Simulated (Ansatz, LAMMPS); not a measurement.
# Relaxing (Rb,Cs)F, from a frame at 840 K with crystalline order left by the classical run (72 atoms), part 2 of 3

How does (Rb,Cs)F, from a frame at 840 K with crystalline order left by the classical run (72 atoms) relax, and what do bonds, charges and levels look like afterwards?

Ansatz 0.2.0; Kohn-Sham DFT, RPBE, PAW (set soft_2), plane waves.

The cell: 18 Rb, 18 Cs and 36 F. The starting topology of bonds comes from the classical model. The ion parameters were fitted for water, not for melts. The Brillouin zone is sampled at Γ only, in a cell whose shortest periodic width is 13 Å. The levels lack spin–orbit coupling.

So far. Step 3 (Single point at the start): The r.m.s. force component of 0.32 eV/Å and the pressure of 0.18 GPa set the starting point.

## (4) Relaxation

The atoms are relaxed in the fixed cell, aiming at the force tolerance of the input.

Contents of input.yaml:

```yaml
crystal:
  lattice:
    - [13.2947, 0.0, 0.0]
    - [0.0, 13.2947, 0.0]
    - [0.0, 0.0, 13.2947]
  atoms:
    [... the 72 atom lines of step 3 ...]
kpoints:
  mp_grid: { grid: [1, 1, 1] }
hamiltonian:
  xc: rpbe
scf:
  occupations: { method: fermi_dirac, width: 0.025 }
output:
  forces: true
relax:
  f_tol: 0.03
  max_steps: 200
```

On the command line:

```bash
> ansatz run input.yaml --threads 4 --pin off --max-ram 8192MiB --backend cpu --events-out ev --progress --plain --runs-dir out
```

Numbers of over 12 decimals in the logs are rounded to 6 here.

Log:

```text
[...]
Crystal: 72 atoms, lattice volume = 2349.826 Å³
Basis set: ecut = 420 eV, 45961 PW (Γ), exchange–correlation on 180×180×180 points (8 copies of the dense FFT grid, shifted against one another)
Bands: 360, of which v1, the nominal top of the filled ones, is band 288 counted from 1 (287 counted from 0)
Symmetry: 1 space group operations
[...]
k-points: 1
[...]
SCF iter   1: F=—  HF=-190438.641539 eV  |F-HF|=—  |Δ(HF+E_count)|=         —  Δρ=3.26e-3  dr2=2.87e-1  ethr=1.77e-3  ⟨swp⟩=8.0  Hψ=1774  notcnv=0  defer=25
[...]
SCF iter   7: F=-190438.583618 eV  HF=-190438.583619 eV  |F-HF|=1.00e-6  |Δ(HF+E_count)|=   1.57e-7  Δρ=9.87e-6  dr2=2.46e-6  ethr=3.91e-9  ⟨swp⟩=4.0  Hψ=952  notcnv=0
SCF 1 converged in 7 iterations: F = -190438.583618 eV  dr2 = 2.46e-6
[...]
relax step   1: F+E_penalty+E_count = -190438.58361838 eV  Δ(F+E_penalty+E_count) = +0.000e0 eV  max|allowed force component| = 1.135e0 eV/Å  Δτ_max = 0.0000 Å  (7 SCF iters, dr2 threshold 2.25e-5 eV, accepted)
[...]
relax step   2: F+E_penalty+E_count = -190441.10359219 eV  Δ(F+E_penalty+E_count) = -2.520e0 eV  max|allowed force component| = 5.156e-1 eV/Å  Δτ_max = 0.1911 Å  (7 SCF iters, dr2 threshold 8.06e-5 eV, accepted)
[...]
relax step   3: F+E_penalty+E_count = -190442.62863145 eV  Δ(F+E_penalty+E_count) = -1.525e0 eV  max|allowed force component| = 2.766e-1 eV/Å  Δτ_max = 0.1948 Å  (7 SCF iters, dr2 threshold 1.66e-5 eV, accepted)
relax step   4: F+E_penalty+E_count = -190443.58724483 eV  Δ(F+E_penalty+E_count) = -9.586e-1 eV  max|allowed force component| = 1.592e-1 eV/Å  Δτ_max = 0.1980 Å  (7 SCF iters, dr2 threshold 1.58e-5 eV, accepted)
relax step   5: F+E_penalty+E_count = -190444.13908379 eV  Δ(F+E_penalty+E_count) = -5.518e-1 eV  max|allowed force component| = 1.279e-1 eV/Å  Δτ_max = 0.1995 Å  (7 SCF iters, dr2 threshold 7.29e-6 eV, accepted)
relax step   6: F+E_penalty+E_count = -190444.43126128 eV  Δ(F+E_penalty+E_count) = -2.922e-1 eV  max|allowed force component| = 9.746e-2 eV/Å  Δτ_max = 0.2000 Å  (7 SCF iters, dr2 threshold 5.42e-6 eV, accepted)
relax step   7: F+E_penalty+E_count = -190444.64008542 eV  Δ(F+E_penalty+E_count) = -2.088e-1 eV  max|allowed force component| = 5.742e-2 eV/Å  Δτ_max = 0.2000 Å  (7 SCF iters, dr2 threshold 5.51e-6 eV, accepted)
relax step   8: F+E_penalty+E_count = -190444.72683574 eV  Δ(F+E_penalty+E_count) = -8.675e-2 eV  max|allowed force component| = 1.162e-1 eV/Å  Δτ_max = 0.1982 Å  (8 SCF iters, dr2 threshold 1.14e-6 eV, accepted)
relax step   9: F+E_penalty+E_count = -190444.75465361 eV  Δ(F+E_penalty+E_count) = -2.782e-2 eV  max|allowed force component| = 1.034e-2 eV/Å  Δτ_max = 0.1184 Å  (7 SCF iters, dr2 threshold 4.68e-6 eV, accepted)
relax step  10: F+E_penalty+E_count = -190444.75465556 eV  Δ(F+E_penalty+E_count) = -1.953e-6 eV  max|allowed force component| = 1.027e-2 eV/Å  Δτ_max = 0.0000 Å  (4 SCF iters, accepted)
relax step  11: F+E_penalty+E_count = -190444.75632852 eV  Δ(F+E_penalty+E_count) = -1.673e-3 eV  max|allowed force component| = 3.545e-2 eV/Å  Δτ_max = 0.1371 Å  (8 SCF iters, accepted)
relax step  12: F+E_penalty+E_count = -190444.76119616 eV  Δ(F+E_penalty+E_count) = -4.868e-3 eV  max|allowed force component| = 2.175e-2 eV/Å  Δτ_max = 0.0393 Å  (7 SCF iters, dr2 threshold 1.24e-6 eV, accepted)
relax step  13: F+E_penalty+E_count = -190444.76119616 eV  Δ(F+E_penalty+E_count) = +6.694e-9 eV  max|allowed force component| = 2.174e-2 eV/Å  Δτ_max = 0.0000 Å  (4 SCF iters, accepted)
relax step  14: F+E_penalty+E_count = -190444.76336776 eV  Δ(F+E_penalty+E_count) = -2.172e-3 eV  max|allowed force component| = 1.529e-2 eV/Å  Δτ_max = 0.0311 Å  (9 SCF iters, accepted)
[...]
relax step  15: F+E_penalty+E_count = -190444.76504506 eV  Δ(F+E_penalty+E_count) = -1.677e-3 eV  max|allowed force component| = 1.901e-2 eV/Å  Δτ_max = 0.0289 Å  (7 SCF iters, accepted)
SCF converged after 7 iterations
Free energy (F): -190444.765045 eV
[...]
Internal energy: -190444.765045 eV  (E = F + TS)
E sigma→0 (E₀):  -190444.765045 eV
Fermi energy:    3.327878 eV
[...]
--- Forces (eV/Å), atoms counted from 1 ---
  atom   1  Rb     0.00061297    -0.00264681    -0.00102362
  atom   2  Rb     0.00030237    -0.00144897     0.00113094
  atom   3  Rb     0.00078885     0.00679786    -0.00243922
  atom   4  Rb     0.00076958     0.00047545     0.00001147
  atom   5  Rb    -0.00005538    -0.00237070     0.00145139
  atom   6  Rb     0.00003396     0.00143360     0.00028048
  atom   7  Rb    -0.00002061    -0.00089339    -0.00220616
  atom   8  Rb     0.00003448    -0.00012297    -0.00088777
  atom   9  Rb    -0.00019820    -0.00071027    -0.00135624
  atom  10  Rb    -0.00214266    -0.00094985     0.00100033
  atom  11  Rb     0.00013103     0.00275729     0.00131535
  atom  12  Rb    -0.00127443     0.00110426    -0.00294646
  atom  13  Rb     0.00264372    -0.00010048    -0.00018324
  atom  14  Rb     0.00049821     0.00084696    -0.00173771
[...]
atom  71  F      0.00013045     0.00123507    -0.00020362
  atom  72  F      0.00067646    -0.00358250    -0.00038340
  max |Σ_I F_I| component: 3.08e-5 eV/Å
--- Relaxed structure (15 steps of the walk, 15 accepted, 0 SCFs on fresh bases) ---
  F+E_penalty+E_count = -190444.76504506 eV   max|allowed force component| = 1.901e-2 eV/Å
  atoms:
    - { symbol: Rb, position: [0.400889, 1.033180, 0.489786] }
    - { symbol: Rb, position: [0.071338, 0.070986, 0.495493] }
    - { symbol: Rb, position: [0.065270, 0.069568, 0.827996] }
    - { symbol: Rb, position: [0.406364, 0.535180, 0.831861] }
[...]
- { symbol: F, position: [0.402647, 0.758115, 0.155736] }
```

The job ended after 3.9 min (4 threads of Arm Neoverse V2, shared host; peak memory 2.6 GiB).

The steps of the relaxation:

```csv
step,energy less that of the first step (eV),largest force component (eV/Å)
1,0.0000,1.1353
2,-2.5200,0.5156
3,-4.0450,0.2766
4,-5.0036,0.1592
5,-5.5555,0.1279
6,-5.8476,0.0975
7,-6.0565,0.0574
8,-6.1432,0.1162
9,-6.1710,0.0103
10,-6.1710,0.0103
11,-6.1727,0.0354
12,-6.1776,0.0218
13,-6.1776,0.0217
14,-6.1798,0.0153
15,-6.1814,0.0190
```

The atoms that moved most (Å):

```csv
atom,dx,dy,dz,length
F51,-0.517,-0.736,-0.518,1.038
Rb1,0.142,0.529,0.866,1.025
F48,-0.001,0.917,0.359,0.985
Rb3,-0.123,0.821,0.519,0.979
Cs29,-0.816,-0.437,-0.213,0.950
F72,0.120,-0.724,-0.529,0.905
F62,0.454,-0.464,0.614,0.894
F69,0.699,-0.394,0.265,0.845
```

The relaxation changed the energy by -85.9 meV/atom, and atoms moved by 0.57 Å r.m.s., 1.0 Å at most.

## (5) Local order after relaxation

Bonds before and after, by the cutoffs listed below:

```csv
pair,bonds before,bonds after,mean before (Å),mean after (Å),spread before (Å),spread after (Å)
F-Cs,94,102,3.125,3.221,0.297,0.122
F-Rb,88,103,3.046,3.091,0.272,0.110
```

Density 3.26 g/cm³, 32.64 Å³ an atom.

Pair distribution functions g(r), in bins of 0.2 Å:

```csv
r (Å),total,F-F,F-Cs,F-Rb,Cs-Cs,Cs-Rb,Rb-Rb
2.90,0.78,0.00,0.00,3.12,0.00,0.00,0.00
3.10,4.67,0.00,7.87,10.79,0.00,0.00,0.00
3.30,1.70,0.00,5.31,1.48,0.00,0.00,0.00
3.50,0.24,0.00,0.71,0.24,0.00,0.00,0.00
3.70,0.08,0.00,0.33,0.00,0.00,0.00,0.00
3.90,0.14,0.00,0.37,0.19,0.00,0.00,0.00
4.10,0.09,0.17,0.09,0.09,0.00,0.00,0.00
4.30,2.44,5.65,0.08,0.16,0.91,2.58,9.54
4.50,3.54,5.88,0.00,0.00,9.48,9.50,4.65
4.70,0.91,1.92,0.00,0.00,1.85,1.99,1.06
4.90,0.39,0.66,0.00,0.00,1.47,1.07,0.00
5.10,0.27,0.67,0.00,0.00,0.67,0.44,0.00
5.30,1.13,0.36,1.27,2.80,0.00,0.10,0.20
5.50,1.41,0.00,3.20,2.44,0.00,0.00,0.00
5.70,0.56,0.00,1.25,0.98,0.00,0.00,0.00
5.90,0.29,0.08,0.79,0.29,0.00,0.00,0.00
6.10,0.53,1.00,0.20,0.31,0.45,0.84,0.32
6.30,1.00,1.67,0.00,0.04,2.06,2.42,2.33
6.50,0.22,0.52,0.00,0.00,0.56,0.20,0.42
```

Bonds by pair of elements; cutoffs follow the first minimum of g(r), held within bounds set by covalent radii, and pairs that aren't listed don't count as bonded:

```csv
pair A-B,cutoff (Å),bonds,mean length (Å),spread (Å),shortest (Å),B about A,A about B
F-Cs,3.77,102,3.22,0.122,3.07,2.83,5.67
F-Rb,3.68,103,3.09,0.11,2.90,2.86,5.72
```

How many atoms have how many bonded neighbours:

```csv
element,mean,5,6
Cs,5.67,6,12
F,5.69,11,25
Rb,5.72,5,13
```

Bond angles (no mean is given where the spread exceeds 20°):

```csv
angle,count,mean (°),spread (°)
Cs-F-Rb,250,-,-
F-Rb-F,245,-,-
F-Cs-F,240,-,-
Rb-F-Rb,122,-,-
Cs-F-Cs,113,-,-
```

Bond length by coordination (bonds to H left out):

```csv
element,coordination,atoms,mean bond length (Å)
Cs,5,6,3.17
Cs,6,12,3.24
F,5,11,3.11
F,6,25,3.17
Rb,5,5,3.03
Rb,6,13,3.11
```

For some of the pairs, g(r) has its first main peak near 4.4 Å (F-F), 3.2 Å (F-Cs), 3.1 Å (F-Rb), 4.5 Å (Cs-Cs), 4.5 Å (Cs-Rb) and 4.4 Å (Rb-Rb). Counting bonds as in the table, 67 % of Cs atoms have 6, 69 % of F atoms have 6 and 72 % of Rb atoms have 6 bonded neighbours.

(Part 2 of 3 ends here.)

[Logs are printed without paths, hosts, clocks, repeated set-up lines and the standing remarks that a program may print on its own settings, such as how far it seeks lower states.]

[Hosts, paths, dates, database ids (printed as entryN), source tags and the programs' standing remarks are cut or masked in the printed files.]
